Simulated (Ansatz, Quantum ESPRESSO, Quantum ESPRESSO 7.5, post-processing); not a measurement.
# vacuum gap of 5.0 Å between two V(110) faces: ballistic transmission

Wanted: the transmission near the Fermi level and the conductance of this junction: vacuum gap of 5.0 Å between two V(110) faces.

Program: Quantum ESPRESSO 7.5. Level of theory: plane-wave DFT, PBE, GBRV ultrasoft pseudopotentials (cross-check by Ansatz 0.2.0 with PAW datasets). Results are calculated unless marked as measured.

Report form: the programs' logs are mostly left out.

### 1. Starting point

The cell holds 16 atoms: 16 V. Its edges and angles: a = 2.990 Å, b = 2.589 Å, c = 36.714 Å, α = 90.0°, β = 90.0°, γ = 54.7°. It derives from V. Regions: left lead, 8 atoms (8 V); right lead, 8 atoms (8 V). The structure is stacked along c, and the current runs across the ab planes.

This run has no spin polarisation, although V can carry a moment. A spin-polarised state was not tried and may lie lower.

### 2. SCF with pw.x

One periodic cell holds a stretch of lead, the junction and more lead; the atoms stay as built.

The input, scf.in:

```
&control
  prefix = 'scf'
  outdir = './out'
  pseudo_dir = './pseudo'
  calculation = 'scf'
  tprnfor = .true.
/
&system
  ibrav = 0
  nat = 16
  ntyp = 1
  ecutwfc = 40
  ecutrho = 200
  occupations = 'smearing'
  smearing = 'mv'
  degauss = 0.01
/
&electrons
  conv_thr = 1e-07
  mixing_beta = 0.25
  electron_maxstep = 120
  mixing_mode = 'local-TF'
/
ATOMIC_SPECIES
  V   50.9415  v_pbe_v1.4.uspp.F.UPF
CELL_PARAMETERS angstrom
  2.99000000000000 0.00000000000000 0.00000000000000
  1.49500000000000 2.11424927574778 0.00000000000000
  0.00000000000000 0.00000000000000 36.71373913621666
ATOMIC_POSITIONS crystal
  V   0.000000000000 0.000000000000 0.000000000000
  V   0.500000000000 0.000000000000 0.057587413472
  V   0.000000000000 0.000000000000 0.115174826944
  V   0.500000000000 0.000000000000 0.172762240417
  V   0.000000000000 0.000000000000 0.230349653889
  V   0.500000000000 0.000000000000 0.287937067361
  V   0.000000000000 0.000000000000 0.345524480833
  V   0.500000000000 0.000000000000 0.403111894305
  V   0.000000000000 0.000000000000 0.539300692222
  V   0.500000000000 0.000000000000 0.596888105695
  V   0.000000000000 0.000000000000 0.654475519167
  V   0.500000000000 0.000000000000 0.712062932639
  V   0.000000000000 0.000000000000 0.769650346111
  V   0.500000000000 0.000000000000 0.827237759583
  V   0.000000000000 0.000000000000 0.884825173056
  V   0.500000000000 0.000000000000 0.942412586528
K_POINTS automatic
  10 11 1 0 0 0
```

Run with:

```bash
$ OMP_NUM_THREADS=1 mpirun -n 4 pw.x -nk 4 -in scf.in > scf.out
```

Run time: 10 min. Hardware: 4 MPI ranks of Arm Neoverse V2, shared host; peak memory 1.5 GiB; 42 min of CPU time.

Read from the output:

- free energy: -31579.5517 eV
- Fermi energy: 15.17 eV

The program's own clock; routines nest. Time by routine:

```
     routine  wall time (s)   calls
       PWSCF          626.9       1
   electrons            608       1
     c_bands          540.3      20
     cegterg          484.1     280
       h_psi          258.6    1167
        fftw            156  188764
    vloc_psi          143.8    1167
      calbec             86    1503
    sum_band          63.58      20
  add_vuspsi          56.16    1167
       s_psi          56.08    1167
h_psi:calbec          55.92    1167
     cdiaghg          20.14    1153
    init_run          12.95       1
```

The run needed 20 iterations to bring the estimated error under 1e-07 Ry; the largest force on any atom, held or free, is 0.30 eV/Å.

### 3. The open system

prefixt takes both regions from one run: the lead from 0 to bdl, the scattering region from bdl to bds (units of alat). ikind = 1 puts the same lead on both sides. The program's T_tot counts both spins in a run without spin; the tables below give T per spin.

The input, cond.in:

```
&inputcond
  outdir = './out'
  prefixt = 'scf'
  tran_file = 'cond.dat'
  bdl = 1.4142135619
  bds = 12.2788425217
  ikind = 1
  ewind = 4.0
  epsproj = 1e-05
  nz1 = 7
  energy0 = 0.4
  denergy = -0.4
/
21
  0.00000000 0.00000000 0.01562500
  0.00000000 0.12500000 0.03125000
  0.00000000 0.25000000 0.03125000
  0.00000000 0.37500000 0.03125000
  0.00000000 0.50000000 0.01562500
  0.12500000 0.00000000 0.06250000
  0.12500000 0.25000000 0.06250000
  0.12500000 0.37500000 0.06250000
  0.12500000 0.50000000 0.06250000
  0.25000000 0.00000000 0.06250000
  0.25000000 0.12500000 0.03125000
  0.25000000 0.37500000 0.06250000
  0.25000000 0.50000000 0.06250000
  0.25000000 0.62500000 0.03125000
  0.37500000 0.00000000 0.06250000
  0.37500000 0.12500000 0.06250000
  0.37500000 0.50000000 0.06250000
  0.37500000 0.62500000 0.06250000
  0.50000000 0.00000000 0.03125000
  0.50000000 0.12500000 0.06250000
  0.50000000 0.25000000 0.03125000
3
```

Run with:

```bash
$ OMP_NUM_THREADS=1 mpirun -n 4 pwcond.x -in cond.in > cond.out
```

The job ended after 62 s (4 MPI ranks; peak memory 0.25 GiB; 4.1 min of CPU time).

This step gave:

* lead channels at the Fermi level, one spin: 1.703
* transmission at the Fermi level, one spin: 0.2227
* conductance: 0.2227 G₀

Per spin; mean over the k mesh across the current. Open channels, zone mean against energy, zero at the Fermi level:

```
energy (eV)  open channels, zone mean
     -0.400                      1.39
      0.000                      1.70
      0.400                      1.14
```

Per spin; mean over the k mesh across the current. Table of transmission, zone mean by energy, zero at the Fermi level:

```
energy (eV)  transmission, zone mean
     -0.400                    0.166
      0.000                    0.223
      0.400                    0.115
```

At 0.000 eV; k in fractions of b1, b2. Transmission by k point:

| k1 | k2 | weight | t | channels |
| --- | --- | --- | --- | --- |
| 0 | 0 | 0.01562 | 0.758 | 3 |
| 0 | 0.125 | 0.03125 | 0.09483 | 3 |
| 0 | 0.25 | 0.03125 | 6.00e-6 | 1 |
| 0 | 0.375 | 0.03125 | 0.01207 | 2 |
| 0 | 0.5 | 0.01562 | 0.001665 | 2 |
| 0.125 | 0 | 0.0625 | 0.9782 | 3 |
| 0.125 | 0.25 | 0.0625 | 0.9858 | 2 |
| 0.125 | 0.375 | 0.0625 | 0.5326 | 1 |
| 0.125 | 0.5 | 0.0625 | 0.001705 | 2 |
| 0.25 | 0 | 0.0625 | 0 | 0 |
| 0.25 | 0.125 | 0.03125 | 0.9647 | 3 |
| 0.25 | 0.375 | 0.0625 | 0 | 0 |
| 0.25 | 0.5 | 0.0625 | 0.04938 | 1 |
| 0.25 | 0.625 | 0.03125 | 0.00313 | 2 |
| 0.375 | 0 | 0.0625 | 0.1374 | 2 |
| 0.375 | 0.125 | 0.0625 | 0.03133 | 2 |
| 0.375 | 0.5 | 0.0625 | 0.01968 | 2 |
| 0.375 | 0.625 | 0.0625 | 0.04106 | 1 |
| 0.5 | 0 | 0.03125 | 0.01482 | 2 |
| 0.5 | 0.125 | 0.0625 | 0.03274 | 3 |
| 0.5 | 0.25 | 0.03125 | 0.03731 | 1 |

The program's own clock; routines nest. Time by routine:

| routine | wall time (s) | calls |
| --- | --- | --- |
| PWCOND | 61.74 | 1 |
| scatter_forw | 52.5 | 126 |
| local | 3.11 | 21 |
| compbs | 2.64 | 63 |
| compbs_2 | 2.19 | 63 |
| init | 0.78 | 1 |
| poten | 0.04 | 1 |

The run is unpolarised; a magnetic state was not tried, may lie lower and would change T.

At no point does T exceed the number of channels.

### 4. The open system, with nz1 = 1

A sensitivity test on the input.

cond.w.in, as its differences from the input of step 3:

```diff
@@ -3,3 +3,3 @@
   prefixt = 'scf'
-  tran_file = 'cond.dat'
+  tran_file = 'cond.w.dat'
   bdl = 1.4142135619
@@ -9,3 +9,3 @@
   epsproj = 1e-05
-  nz1 = 7
+  nz1 = 1
   energy0 = 0.4
```

Run with:

```bash
$ OMP_NUM_THREADS=1 mpirun -n 4 pwcond.x -in cond.w.in > cond.w.out
```

Elapsed: 49 s, on 4 MPI ranks; peak memory 0.24 GiB; 3.3 min of CPU time.

The changed values were drawn from a wide range, not chosen for quality; the comparison shows what they did here together.

Beside the run it was changed from:

```csv
quantity,this run,unchanged run,difference
"transmission at the Fermi level, one spin",0.2075,0.2227,-0.015
"lead channels at the Fermi level, one spin",1.891,1.703,0.19
wall time (s),49,62,
```

Over all energies T moves by up to 0.021, at -0.4 eV.

The physical values in this table move by up to 11 %.

### 5. The open system, with bdl = 3.3828 Å in length

One more run, with a changed input.

cond.bad.in, as its differences from the input of step 3:

```diff
@@ -3,4 +3,4 @@
   prefixt = 'scf'
-  tran_file = 'cond.dat'
-  bdl = 1.4142135619
+  tran_file = 'cond.bad.dat'
+  bdl = 1.1313712375
   bds = 12.2788425217
```

Run with:

```bash
$ OMP_NUM_THREADS=1 mpirun -n 4 pwcond.x -in cond.bad.in > cond.bad.out
```

It took 63 s on 4 MPI ranks; peak memory 0.24 GiB; 4.2 min of CPU time.

The run finished, but its numbers are not taken as the system's. The fault: a lead boundary that cuts the period.

Beside the run it was changed from:

| quantity | this run | unchanged run | difference |
| --- | --- | --- | --- |
| transmission at the Fermi level, one spin | 0.04541 | 0.2227 | -0.18 |
| lead channels at the Fermi level, one spin | 0.5938 | 1.703 | -1.1 |
| wall time (s) | 63 | 62 |  |

Over all energies T moves by up to 0.18, at 0 eV, where the two runs count unlike lead channels.

The physical values in this table move by up to 80 %.

### 6. The same in Ansatz

A second code with its own PAW datasets, on the same atoms.

Level of this step: plane-wave DFT, PBE, Ansatz PAW (Ansatz 0.2.0).

The input, input.yaml:

```yaml
crystal:
  lattice:
    - [2.99, 0.0, 0.0]
    - [1.495, 2.1142492757, 0.0]
    - [0.0, 0.0, 36.7137391362]
  atoms:
    - { symbol: V, position: [0.0, 0.0, 0.0] }
    - { symbol: V, position: [0.5, 0.0, 0.0575874135] }
    - { symbol: V, position: [0.0, 0.0, 0.1151748269] }
    - { symbol: V, position: [0.5, 0.0, 0.1727622404] }
    - { symbol: V, position: [0.0, 0.0, 0.2303496539] }
    - { symbol: V, position: [0.5, 0.0, 0.2879370674] }
    - { symbol: V, position: [0.0, 0.0, 0.3455244808] }
    - { symbol: V, position: [0.5, 0.0, 0.4031118943] }
    - { symbol: V, position: [0.0, 0.0, 0.5393006922] }
    - { symbol: V, position: [0.5, 0.0, 0.5968881057] }
    - { symbol: V, position: [0.0, 0.0, 0.6544755192] }
    - { symbol: V, position: [0.5, 0.0, 0.7120629326] }
    - { symbol: V, position: [0.0, 0.0, 0.7696503461] }
    - { symbol: V, position: [0.5, 0.0, 0.8272377596] }
    - { symbol: V, position: [0.0, 0.0, 0.8848251731] }
    - { symbol: V, position: [0.5, 0.0, 0.9424125865] }
kpoints:
  mp_grid: { grid: [10, 11, 1] }
hamiltonian:
  xc: pbe
scf:
  occupations: { method: fermi_dirac, width: 0.1 }
  convergence: { dr2_threshold: 1.0e-08 }
output:
  transmission: { leads: [[0, 2]], e_range: [-0.4, 0.4], de: 0.4, kmesh: [8, 8] }
  write_potential: true
  write_density: true
  volumetric_format: npy
  elf: true
```

Run with:

```bash
$ ansatz run input.yaml --threads 4 --pin off --max-ram 8192MiB --backend cpu --events-out ev --progress --plain --runs-dir out
```

Run time: 47 s. Hardware: 4 threads; peak memory 1.7 GiB; 3 min of CPU time.

This step gave:

* free energy: -46597.1554 eV
* energy at zero smearing: -46596.6944 eV
* smearing term TS: 0.9219 eV
* Fermi energy: 15.13 eV
* symmetry operations: 4
* transmission at the Fermi level, one spin: 0.2224
* lead channels at the Fermi level, one spin: 1.828
* step of the lead's Hamiltonian over a period: 2.4 meV

Per spin; mean over the k mesh across the current. Table of transmission, zone mean by energy, zero at the Fermi level:

```
energy (eV)  transmission, zone mean
     -0.400                    0.174
      0.000                    0.222
      0.400                    0.112
```

Per spin; mean over the k mesh across the current. Table of open channels, zone mean by energy, zero at the Fermi level:

```csv
energy (eV),"open channels, zone mean"
-0.400,1.39
0.000,1.83
0.400,1.05
```

Valence density in the ca plane at fractional y = 0.000, with atoms of V within 0.2 Å of it. It is the smooth field of the valence electrons, not physical close to the nuclei.

Ten even steps from '0' (0 e/Å³) to '9' (15 e/Å³), each cell a mean:
```
00000166200000000000000004740000000026620000
00000011000000000000000001110000000001100000
34200000000143100000000000000003420000000024
69400000000397200000000000000027940000000049
57300000000276100000000000000015730000000037
11100000000011000000000000000001100000000001
00000134100000000000000002420000000013310000
00000289300000000000000016951000000038830000
```
Columns run along c (16.0 Å, from fractional 0.28 to 0.72 of the cell), rows up along a (3.0 Å). Atoms in or near the plane, at fractional coordinates: V at (0.29, 0.50), V at (0.35, 0.00), V at (0.40, 0.50), V at (0.54, 0.00), V at (0.60, 0.50), V at (0.65, 0.00), V at (0.71, 0.50).

Electrostatic potential energy in the ca plane at fractional y = 0.000, with atoms of V within 0.2 Å of it. With pseudopotentials it is smooth inside the atoms' cores, unlike the true potential.

Ten even steps from '0' (-16 eV) to '9' (20 eV), each cell a mean:
```
88885001048888899999998710102788888501005888
33477410367533689999999851015763357730037753
00047766785000168999999987678620005776677400
12027888883021058999999998888601203788887302
01037888884010058999999988888610103788887301
10267633576201479999999874347741026753367620
66786100158766789999999730003786678610016876
88885012038888999999998610201788888402204888
```
Columns run along c (16.0 Å, from fractional 0.28 to 0.72 of the cell; values clipped at the 3rd and 97th percentile), rows up along a (3.0 Å). Atoms in or near the plane, at fractional coordinates: V at (0.29, 0.50), V at (0.35, 0.00), V at (0.40, 0.50), V at (0.54, 0.00), V at (0.60, 0.50), V at (0.65, 0.00), V at (0.71, 0.50).

Ansatz finds T = 0.222 against pwcond's 0.223.

### 7. All levels side by side

All levels:

```csv
step,T at the Fermi level (per spin),conductance (G0),r.m.s. T(E) from the first,CPU time of the step (s),peak memory (GiB)
Ansatz,0.2224,-,0,181.1,1.661
pwcond,0.2227,0.2227,0.004926,248.8,0.25
"pwcond, changed setting",0.2075,0.2075,0.01933,196.8,0.24
```

Per spin; mean over the k mesh across the current. The transmission, zone mean by energy, zero at the Fermi level:

```csv
energy (eV),Ansatz,pwcond,"pwcond, changed setting"
-0.400,0.174,0.166,0.145
0.000,0.222,0.223,0.208
0.400,0.112,0.115,0.121
```

### 8. By hand

The Landauer sum over the mesh, Σ w T = 0.0625 × 0.986 + 0.0625 × 0.978 + 0.0625 × 0.533 + … = 0.2227.

G = 0.223 × 77.48 µS = 17.3 µS a cell. Times the area of 6.322 Å², the resistance-area product is A/G = 3.66 fΩ m², the leads' contact resistance included.

### 9. Results

```yaml
conductance_from_t_at_the_fermi_level_a_cell: 0.223 G₀
conductance_per_area: 273 S/μm²
lead_channels_per_spin: 1.70
the_same_conductance_by_ansatz: 0.222 G₀
```

In words: The junction conducts 0.223 G₀ a cell at the Fermi level (PBE, GBRV ultrasoft). At the Fermi level the junction passes 13 % of what the leads offer. At the Fermi level pwcond and Ansatz differ by 0.14 %, a close match. The codes count unlike numbers of lead channels on 6 % of the mesh. Points with over 2.5 times the mean carry 74 % of T, so the mean leans on few points, and the mesh was not tested. Over -0.4 to 0.4 eV, T lies between 0.11 and 0.22 per spin. The geometry is as built, not relaxed, and the leads are short. Semilocal functionals lack the image potential in a vacuum gap. The runs have no spin polarisation, although V can carry a moment.

[Logs are printed without paths, hosts, clocks, repeated set-up lines and the standing remarks that a program may print on its own settings, such as how far it seeks lower states.]

[Hosts, paths, dates, database ids (printed as entryN), source tags and the programs' standing remarks are cut or masked in the printed files.]

[Maps of the electrostatic potential energy from Ansatz leave out the sawtooth potential of an applied field or a dipole correction, so their vacuum need not be flat; planar profiles and work functions include it.]
